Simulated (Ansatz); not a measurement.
**Changed inputs in constrained RPA: KRhO3 (cubic perovskite) (Pm-3m)**

Aim: hold the target of a cRPA run on KRhO3 (cubic perovskite) (Pm-3m) and move one thing at a time.

Method: constrained RPA on LDA, plane waves, PAW, in Ansatz 0.2.0.

This is a report of a sequence of runs, with most program output left out.

The structure was built from a prototype and need not be the compound's stable phase.

## 1. Set-up

Symmetry: Pm-3m, No. 221, cubic system. Conventional cell: a = 3.833 Å, b = 3.833 Å, c = 3.833 Å, α = 90.00°, β = 90.00°, γ = 90.00°. K has 12 O at 2.71 Å nearest. Nearest to Rh lie 6 O at 1.92 Å. Nearest to O lie 2 Rh at 1.92 Å and 4 K at 2.71 Å. Farther neighbours and most contacts between anions are not listed.

The structure was relaxed with LDA. The structure type comes from a generator and need not be one that this composition takes. The structure was generated from a model, not taken from a measurement. The runs that relaxed it are not among those shown. The program's search for lower electronic states was switched off, so nothing shows that the state found is the lowest. The default PAW set here is soft_2. Its files were made with PBE.

## 2. Base: Rh d + anion p, bands v11 to c3, 4×4×4 mesh, medium accuracy

Constrained RPA screens the interaction with every transition except those inside the target bands, which a later many-body model would treat itself.

input.yaml

```yaml
crystal:
  lattice:
    - [0.0, -3.83294266, 0.0]
    - [0.0, 0.0, 3.83294266]
    - [-3.83294266, 0.0, 0.0]
  atoms:
    - { symbol: K, position: [0.0, 0.0, 0.0] }
    - { symbol: Rh, position: [0.5, 0.5, 0.5] }
    - { symbol: O, position: [0.5, 0.5, 0.0] }
    - { symbol: O, position: [0.5, 0.0, 0.5] }
    - { symbol: O, position: [0.0, 0.5, 0.5] }
kpoints:
  mp_grid: { grid: [6, 6, 6] }
hamiltonian:
  xc: lda
scf:
  occupations: { method: gaussian, width: 0.08 }
  n_extra_bands: 19
  max_iter: 150
  lower_state_search: "off"
output:
  crpa:
    kmesh: [4, 4, 4]
    target_bands: [v11, c3]
    projections: [{ species: Rh, l: d, shell: 4 }, { species: O, l: p, shell: 2 }]
  local_orbitals:
    kmesh: [8, 8, 8]
    orbitals: [{ species: Rh, l: d, shell: 4 }, { species: O, l: p, shell: 2 }]
    window: { bands: [v11, c3] }
    seedname: lo
```

On the command line:

```console
> ansatz run input.yaml --threads 4 --pin off --max-ram 9216MiB --backend cpu --events-out ev --progress --plain --runs-dir out
```

It took 3.1 min on 4 threads of Arm Neoverse V1, shared host; peak memory 0.67 GiB; 12 min of CPU time.

This step gave:

| Item | Value |
| --- | --- |
| U | 9.272 eV |
| U prime (inter-orbital) | 8.156 eV |
| J | 0.5557 eV |
| bare V | 18.16 eV |
| bare J | 0.7041 eV |
| stated bound on U | 0.01848 eV |
| U over bare V | 0.5106 |
| electrons in the window | 22.00 |
| head of the constrained inverse dielectric matrix | 0.4271 |
| least eigenvalue of the projection's overlap | 0.7750 |
| target functions | 14 |
| bands in the sums | 50 |
| r.m.s. miss of the model bands | 1.62e-4 eV |
| width of the target bands | 14.03 eV |
| weight of the projected orbitals in the window | 0.9479 |

On the Rh d shell, screening brings the on-site interaction from 18.2 eV down to U = 9.27 eV.

## 3. Changed: 2×2×2 mesh

input.yaml, the sections that differ from step 2:

```yaml
output:
  crpa:
    kmesh: [2, 2, 2]
    target_bands: [v11, c3]
    projections: [{ species: Rh, l: d, shell: 4 }, { species: O, l: p, shell: 2 }]
# crystal, kpoints, hamiltonian, scf: as in step 2
```

Elapsed: 15 s, on 4 threads; peak memory 0.56 GiB; 51 s of CPU time.

Numbers from this step:

- U: 9.339 eV
- U prime (inter-orbital): 8.215 eV
- J: 0.5588 eV
- bare V: 18.31 eV
- bare J: 0.7077 eV
- stated bound on U: 0.01577 eV
- U over bare V: 0.5100
- electrons in the window: 22
- head of the constrained inverse dielectric matrix: 0.4113
- least eigenvalue of the projection's overlap: 0.7750
- target functions: 14
- bands in the sums: 50
- width of the target bands: 14.03 eV
- weight of the projected orbitals in the window: 0.9479

On the Rh d shell, screening brings the on-site interaction from 18.3 eV down to U = 9.34 eV.

## 4. Changed: accuracy high

Changes to input.yaml since step 3:

```diff
@@ -22,4 +22,5 @@
   crpa:
-    kmesh: [2, 2, 2]
+    kmesh: [4, 4, 4]
     target_bands: [v11, c3]
     projections: [{ species: Rh, l: d, shell: 4 }, { species: O, l: p, shell: 2 }]
+    accuracy: high
```

Elapsed: 5.4 min, on 4 threads; peak memory 0.74 GiB.

This step gave:

```
U                                                 : 9.275 eV
U prime (inter-orbital)                           : 8.159 eV
J                                                 : 0.5559 eV
bare V                                            : 18.16 eV
bare J                                            : 0.7041 eV
stated bound on U                                 : 0.001024 eV
U over bare V                                     : 0.5107
electrons in the window                           : 22.00
head of the constrained inverse dielectric matrix : 0.4271
least eigenvalue of the projection's overlap      : 0.7750
target functions                                  : 14
bands in the sums                                 : 50
width of the target bands                         : 14.03 eV
weight of the projected orbitals in the window    : 0.9479
```

On the Rh d shell, screening brings the on-site interaction from 18.2 eV down to U = 9.28 eV.

## 5. Changed: smooth pair densities

Changes to input.yaml since step 4:

```diff
@@ -25,2 +25,2 @@
     projections: [{ species: Rh, l: d, shell: 4 }, { species: O, l: p, shell: 2 }]
-    accuracy: high
+    pair_densities: pseudo
```

It took 2.7 min on 4 threads; peak memory 0.58 GiB; 10 min of CPU time.

Numbers from this step:

```
U                                                 : 9.309 eV
U prime (inter-orbital)                           : 8.158 eV
J                                                 : 0.5736 eV
bare V                                            : 18.16 eV
bare J                                            : 0.7041 eV
stated bound on U                                 : 0.01637 eV
U over bare V                                     : 0.5126
electrons in the window                           : 22.00
head of the constrained inverse dielectric matrix : 0.4273
least eigenvalue of the projection's overlap      : 0.7750
target functions                                  : 14
bands in the sums                                 : 50
width of the target bands                         : 14.03 eV
weight of the projected orbitals in the window    : 0.9479
```

On the Rh d shell, screening brings the on-site interaction from 18.2 eV down to U = 9.31 eV.

## 6. Changed: sums without a band count

Changes to input.yaml since step 5:

```diff
@@ -25,2 +25,2 @@
     projections: [{ species: Rh, l: d, shell: 4 }, { species: O, l: p, shell: 2 }]
-    pair_densities: pseudo
+    accuracy: sum_over_states
```

It took 0.12 s on 4 threads; peak memory 0.088 GiB.

The input was rejected at the start.

The program's message: “Error: 2 input errors — fix all and re-run”

The fault put into this input: sums without a band count.

## 7. Changed: volume -3 %

The cell differs from the one that the last finished run ended in (a 3.833 → 3.794 Å, b 3.833 → 3.794 Å, c 3.833 → 3.794 Å).

input.yaml, the sections that differ from step 6:

```yaml
crystal:
  lattice:
    - [0.0, -3.7942234203, 0.0]
    - [0.0, 0.0, 3.7942234203]
    - [-3.7942234203, 0.0, 0.0]
  atoms:
    - { symbol: K, position: [0.0, 0.0, 0.0] }
    - { symbol: Rh, position: [0.5, 0.5, 0.5] }
    - { symbol: O, position: [0.5, 0.5, 0.0] }
    - { symbol: O, position: [0.5, 0.0, 0.5] }
    - { symbol: O, position: [0.0, 0.5, 0.5] }
output:
  crpa:
    kmesh: [4, 4, 4]
    target_bands: [v11, c3]
    projections: [{ species: Rh, l: d, shell: 4 }, { species: O, l: p, shell: 2 }]
  local_orbitals:
    kmesh: [8, 8, 8]
    orbitals: [{ species: Rh, l: d, shell: 4 }, { species: O, l: p, shell: 2 }]
    window: { bands: [v11, c3] }
    seedname: lo
# kpoints, hamiltonian, scf: as in step 6
```

Elapsed: 2.8 min, on 4 threads; peak memory 0.66 GiB; 11 min of CPU time.

Numbers from this step:

- U: 9.211 eV
- U prime (inter-orbital): 8.096 eV
- J: 0.5546 eV
- bare V: 18.15 eV
- bare J: 0.7029 eV
- stated bound on U: 0.01781 eV
- U over bare V: 0.5075
- electrons in the window: 22.00
- head of the constrained inverse dielectric matrix: 0.4220
- least eigenvalue of the projection's overlap: 0.7633
- target functions: 14
- bands in the sums: 50
- r.m.s. miss of the model bands: 1.58e-4 eV
- width of the target bands: 14.59 eV
- weight of the projected orbitals in the window: 0.9452

On the Rh d shell, screening brings the on-site interaction from 18.1 eV down to U = 9.21 eV.

## 8. Changed: potentials

This step: constrained RPA on LDA, plane waves, norm-conserving pseudopotentials.

input.yaml, the sections that differ from step 7:

```yaml
crystal:
  lattice:
    - [0.0, -3.83294266, 0.0]
    - [0.0, 0.0, 3.83294266]
    - [-3.83294266, 0.0, 0.0]
  atoms:
    - { symbol: K, position: [0.0, 0.0, 0.0] }
    - { symbol: Rh, position: [0.5, 0.5, 0.5] }
    - { symbol: O, position: [0.5, 0.5, 0.0] }
    - { symbol: O, position: [0.5, 0.0, 0.5] }
    - { symbol: O, position: [0.0, 0.5, 0.5] }
hamiltonian:
  xc: lda
  pseudopotentials: { kind: nc }
output:
  crpa:
    kmesh: [4, 4, 4]
    target_bands: [v11, c3]
    projections: [{ species: Rh, l: d, shell: 4 }, { species: O, l: p, shell: 2 }]
# kpoints, scf: as in step 7
```

It took 12 min on 4 threads; peak memory 1.4 GiB.

This step gave:

| Property | Result |
| --- | --- |
| U | 9.293 eV |
| U prime (inter-orbital) | 8.184 eV |
| J | 0.5518 eV |
| bare V | 18.17 eV |
| bare J | 0.7029 eV |
| stated bound on U | 0.01882 eV |
| U over bare V | 0.5116 |
| electrons in the window | 22.00 |
| head of the constrained inverse dielectric matrix | 0.4284 |
| least eigenvalue of the projection's overlap | 0.7645 |
| target functions | 14 |
| bands in the sums | 50 |
| width of the target bands | 14.02 eV |
| weight of the projected orbitals in the window | 0.9470 |

On the Rh d shell, screening brings the on-site interaction from 18.2 eV down to U = 9.29 eV.

## 9. Side by side

Times are wall times on 4 threads of Arm Neoverse V1, shared host, good to a factor of about two.

| run | bare V (eV) | U (eV) | J (eV) | bound on U (eV) | width (eV) | time |
| --- | --- | --- | --- | --- | --- | --- |
| target window | 18.16 | 9.272 | 0.556 | 0.0185 | 14.03 | 3.1 min |
| 2×2×2 mesh | 18.31 | 9.339 | 0.559 | 0.0158 | 14.03 | 15 s |
| accuracy high | 18.16 | 9.275 | 0.556 | 0.0010 | 14.03 | 5.4 min |
| smooth pair densities | 18.16 | 9.309 | 0.574 | 0.0164 | 14.03 | 2.7 min |
| volume -3 % | 18.15 | 9.211 | 0.555 | 0.0178 | 14.59 | 2.8 min |
| potentials | 18.17 | 9.293 | 0.552 | 0.0188 | 14.02 | 12 min |

## 10. Summary of results

```json
{
  "target window": "U 9.27 eV, J 0.56 eV",
  "2×2×2 mesh": "U 9.34 eV, J 0.56 eV",
  "accuracy high": "U 9.28 eV, J 0.56 eV",
  "smooth pair densities": "U 9.31 eV, J 0.57 eV",
  "volume -3 %": "U 9.21 eV, J 0.55 eV",
  "potentials": "U 9.29 eV, J 0.55 eV"
}
```

In words: 2×2×2 mesh moves U by +0.07 eV at 0.079 times the time. Accuracy high moves U by +0.003 eV (within the solver's bounds, for the mean over orbitals). Smooth pair densities moves U by +0.04 eV. Volume -3 % moves U by −0.06 eV. Potentials moves U by +0.02 eV (within the solver's bounds, for the mean over orbitals) at 3.8 times the time. The printed bound covers the solver alone, not the mesh, and no denser mesh than the base was run. The parent state is non-magnetic and the interaction static (zero frequency); U depends on the window and the orbitals, so it belongs to this model alone. A window that holds the anion p bands defines a model with explicit ligands; its U belongs to that model and is not the U of DFT+U.

[Paths, hosts, dates, memory and timing lines, banners, echoed tables and standing remarks are left out of the program output.]

[Logs are printed without paths, hosts, clocks, repeated set-up lines and the standing remarks that a program may print on its own settings, such as how far it seeks lower states.]

[Runs of the session that timed out or met a known fault of the program may be left out.]

[Hosts, paths, dates, database ids (printed as entryN), source tags and the programs' standing remarks are cut or masked in the printed files.]
